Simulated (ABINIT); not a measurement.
Planning a run of ABINIT 10.8.3 on PtS2 (P-3m1). The input:

```
acell 3*1.0 Angstrom
rprim 
  3.548742189349 0.000000000014 0.000000000000
  -1.774371094686 3.073300887451 0.000000000000
  0.000000000000 0.000000000000 5.597066540000
ntypat 2
znucl 78 16
natom 3
typat 1 2 2
xred 
  0.000000000000 0.000000000000 0.000000000000
  0.666666666667 0.333333333333 0.779664060000
  0.333333333333 0.666666666667 0.220335940000
pp_dirpath "pseudos"
pseudos "Pt.upf, S.upf"
ecut 34
ngkpt 6 6 4
nshiftk 1
shiftk 0 0 0
kptopt 1
chksymbreak 0
nband 20
occopt 1
tolvrs 1e-10
nstep 60
prtwf 0
optforces 0
optstress 0
indata_prefix "in"
outdata_prefix "out"
tmpdata_prefix "tmp"
```

```sh
OMP_NUM_THREADS=1 mpirun -n 4 abinit run.abi > log
```

**Question.** How long will it take on 4 MPI ranks of Arm Neoverse V1, shared host, and how much memory?

It took 23 s; on shared hardware allow 12 s to 46 s. Peak host memory was 0.32 GiB.

[Long decimals in the printed logs are rounded to 6 places.]

[Logs are printed without paths, hosts, clocks, repeated set-up lines and the standing remarks that a program may print on its own settings, such as how far it seeks lower states.]

[Paths, hosts, dates, memory and timing lines, banners, echoed tables and standing remarks are left out of the program output; an Ansatz launch command may be rebuilt from the run's recorded settings. Measured values are a selection of at most five: reports struck by readers or far from the other reports are left out. None is set beside runs whose start may be inverted or whose files or cutoffs have a known fault.]

[Runs of the session that timed out or met a known fault of the program may be left out.]

[Hosts, paths, dates, database ids (printed as entryN), source tags and the programs' standing remarks are cut or masked in the printed files.]

[G0W0 gaps are taken among the corrected bands and points alone; a level outside them can change the order at an edge.]

[Where Ansatz stands beside ABINIT at settings called matched, ABINIT's density can come from a denser mesh and the files from another edition; pairs whose starting gaps differed by over 0.03 eV were left out, so agreement reads better than it is.]
